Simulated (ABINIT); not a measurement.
# K2LiScF6 (Fm-3m): changed settings of a GW run in ABINIT, part 3 of 3

Aim: change inputs of a GW run on K2LiScF6 (Fm-3m) and see what moves.

ABINIT 10.8.3; LDA and many-body steps on it, plane waves. Known limits of the many-body steps: not at the basis limit; coarse k mesh.

So far. Step 4 (No symmetry in the self-energy): Against G0W0 in ABINIT (2×2×2 mesh, 84 bands, screening to 87.1 eV, Godby-Needs plasmon pole), the gap moves by +0.000 eV. Step 6 (Broadening of the poles): Against G0W0 in ABINIT (2×2×2 mesh, 84 bands, screening to 87.1 eV, Godby-Needs plasmon pole), the gap moves by +0.000 eV.

## Step 10: Screening cutoff above the file's

Level of this step: G0W0 on LDA, plane waves, norm-conserving pseudopotentials (ABINIT).

run.abi

```
acell 3*1.0 Angstrom
rprim 
  -0.000000000000 4.144804000000 4.144804000000
  4.144804000000 -0.000000000000 4.144804000000
  4.144804000000 4.144804000000 -0.000000000000
ntypat 4
znucl 19 3 21 9
natom 10
typat 1 1 2 3 4 4 4 4 4 4
xred 
  0.250000000000 0.250000000000 0.250000000000
  0.750000000000 0.750000000000 0.750000000000
  0.500000000000 0.500000000000 0.500000000000
  -0.000000000000 -0.000000000000 -0.000000000000
  0.245587000000 0.245587000000 0.754413000000
  0.245587000000 0.754413000000 0.754413000000
  0.754413000000 0.754413000000 0.245587000000
  0.245587000000 0.754413000000 0.245587000000
  0.754413000000 0.245587000000 0.754413000000
  0.754413000000 0.245587000000 0.245587000000
pp_dirpath "pseudos"
pseudos "K.upf, Li.upf, Sc.upf, F.upf"
ecut 36
ngkpt 2 2 2
nshiftk 1
shiftk 0 0 0
kptopt 1
chksymbreak 0
istwfk *1
occopt 1
irdwfk 1
optdriver 4
nband 84
gwcalctyp 0
ecutsigx 36
symsigma 1
nkptgw 1
kptgw 
  0.0000000000 0.0000000000 0.0000000000
bdgw 
  35 40
ecuteps 12.8
irdscr 1
ppmodel 1
indata_prefix "in"
outdata_prefix "out"
tmpdata_prefix "tmp"
```

Started as:

```
> OMP_NUM_THREADS=1 mpirun -n 4 abinit run.abi > log
```

The program printed:

```text
.Version 10.8.3 of ABINIT. v10.8.2 released Aug 2026.

 Symmetries : space group Fm -3 m (#225); Bravais cF (face-center cubic)
[... echo of the input left out ...]
== DATASET  1 ==================================================================
-   mpi_nproc: 4, omp_nthreads: 1 (-1 if OMP is not activated)

--- !DatasetInfo
iteration_state: {dtset: 1, }
dimensions: {natom: 10, nkpt: 3, mband: 84, nsppol: 1, nspinor: 1, nspden: 1, mpw: 9922, }
cutoff_energies: {ecut:  36.0, pawecutdg:  -1.0, }
electrons: {nelect:   7.40000000E+01, charge:   0.00000000E+00, occopt:   1.00000000E+00, tsmear:   1.00000000E-02, }

 SIGMA: Calculation of the GW corrections

 Based on a program developped by R.W. Godby, V. Olevano, G. Onida, and L. Reining.
 Incorporated in ABINIT by V. Olevano, G.-M. Rignanese, and M. Torrent.
.Using double precision arithmetic ; gwpc =  8

[... cell and pseudopotentials left out ...]
--------------------------------------------------------------------------------

 ==== K-mesh for the wavefunctions ====
 Number of points in the irreducible wedge :     3
[... list of points left out ...]
 Together with 48 symmetry operations and time-reversal symmetry
 yields     8 points in the full Brillouin Zone.

 ==== Q-mesh for screening function ====
 Number of points in the irreducible wedge :     3
[... list of points left out ...]
 Together with 48 symmetry operations and time-reversal symmetry
 yields     8 points in the full Brillouin Zone.

 vcoul_init : cutoff-mode = AUXILIARY_FUNCTION
 q-points for optical limit:   1
     1)      0.000010    0.000020    0.000030
 setmesh: FFT mesh size selected  =    60x   60x   60
          total number of points  =       216000

 Number of electrons calculated from density =   74.0000; Expected =   74.0000
[...]
number of k-points in BZ                            8
 number of q-points in BZ                            8
 number of frequencies for dSigma/dE                 9
 frequency step for dSigma/dE [eV]                0.25
 number of omega for Sigma on real axis              0
 max omega for Sigma on real axis  [eV]           0.00
 zcut for avoiding poles [eV]                     0.10

 EPSILON^-1 parameters (SCR file):
 dimension of the eps^-1 matrix on file            259
 dimension of the eps^-1 matrix used               259
 number of plane-waves for wavefunctions          9841
 number of bands                                    84
 number of q-points in IBZ                           3
 number of frequencies                               2
 number of real frequencies                          1
 number of imag frequencies                          1

 matrix elements of self-energy operator (all in [eV])

 Perturbative Calculation

--- !SelfEnergy_ee
iteration_state: {dtset: 1, }
kpoint     : [   0.000,    0.000,    0.000, ]
spin       : 1
KS_gap     :    6.751
QP_gap     :   12.555
Delta_QP_KS:    5.803
data: !SigmaeeData |
     Band     E0 <VxcDFT>   SigX SigC(E0)      Z dSigC/dE  Sig(E)    E-E0       E
       35  -0.430 -22.439 -29.753   5.175   0.798  -0.253 -24.146  -1.707  -2.137
       36  -0.430 -22.439 -29.753   5.175   0.798  -0.253 -24.146  -1.707  -2.137
       37  -0.430 -22.439 -29.753   5.175   0.798  -0.253 -24.146  -1.707  -2.137
       38   6.321 -18.463 -10.219  -3.335   0.834  -0.199 -14.367   4.096  10.417
       39   6.321 -18.463 -10.219  -3.335   0.834  -0.199 -14.367   4.096  10.417
       40   6.321 -18.463 -10.219  -3.335   0.834  -0.199 -14.367   4.096  10.417

== END DATASET(S) ==============================================================
================================================================================

 -outvars: echo values of variables after computation  --------
           etotal      0.0000000000E+00
            nband          84
             nkpt           3
          spgroup         225
 [... the other variables as echoed above ...]

 Calculation completed.
```

The job ended after 5.3 s (4 MPI ranks of Arm Neoverse V2, shared host; peak memory 0.5 GiB).

The run ended normally, though the input holds a fault or crude settings.

The fault put into this input: screening cutoff above the file's. It printed a gap of 12.55 eV, the value of the sound run: the program fell back on what its files hold, so an unchanged gap shows no convergence.

## Step 11: The runs together

Times are wall times on 4 MPI ranks of Arm Neoverse V2, shared host, good to a factor of about two. A run's time includes the screening step that it read.

```tsv
run	mesh	bands	screening cutoff (eV)	DFT gap (eV)	gap on the mesh (eV)	direct (eV)	ε∞ used	time
base	2×2×2	84	87.1	6.751	12.554	12.554	2.11	26 s
no symmetry in the self-energy	2×2×2	84	87.1	6.751	12.554	12.554	2.11	28 s
scissors in G	2×2×2	84	87.1	6.751	12.626	12.626	2.11	26 s
broadening of the poles	2×2×2	84	87.1	6.751	12.554	12.554	2.11	26 s
smaller part of the screening matrix	2×2×2	84	21.8	6.751	15.243	15.243	2.11	25 s
fewer bands in the self-energy	2×2×2	43	87.1	6.751	12.696	12.696	2.11	25 s
```

## Step 12: Outcome

| Quantity | Value |
| --- | --- |
| base | 12.554 eV |
| no symmetry in the self-energy | 12.554 eV |
| scissors in G | 12.626 eV |
| broadening of the poles | 12.554 eV |
| smaller part of the screening matrix | 15.243 eV |
| fewer bands in the self-energy | 12.696 eV |
| known limits | not at the basis limit; coarse k mesh |

No symmetry in the self-energy: no change against base (keys changed: symsigma). Scissors in G: +0.072 eV against base (keys changed: mbpt_sciss). Broadening of the poles: no change against base (keys changed: zcut). Smaller part of the screening matrix: +2.689 eV against base (keys changed: ecuteps). Fewer bands in the self-energy: +0.142 eV against base (keys changed: nband). Bands and cutoff are finite, so the gap is not at the basis limit. The miss can reach some tenths of an eV and take either sign; the mesh is an error of its own. In the first G0W0 run levels were corrected at 1 k point alone, so a gap called «on the mesh» is the least over those, and an edge elsewhere would be missed. The 2×2×2 mesh is coarse for this cell, which bears on the long-range parts of exchange and screening.

[Paths, hosts, dates, memory and timing lines, banners, echoed tables and standing remarks are left out of the program output.]

[Logs are printed without paths, hosts, clocks, repeated set-up lines and the standing remarks that a program may print on its own settings, such as how far it seeks lower states.]

[Runs of the session that timed out or met a known fault of the program may be left out.]

[No measured gap is set beside runs whose start may be inverted or whose files or cutoffs have a known fault.]

[Hosts, paths, dates, database ids (printed as entryN), source tags and the programs' standing remarks are cut or masked in the printed files.]

[G0W0 gaps are taken among the corrected bands and points alone; a level outside them can change the order at an edge.]

[Where Ansatz stands beside ABINIT at settings called matched, ABINIT's density can come from a denser mesh and the files from another edition; pairs whose starting gaps differed by over 0.03 eV were left out, so agreement reads better than it is.]
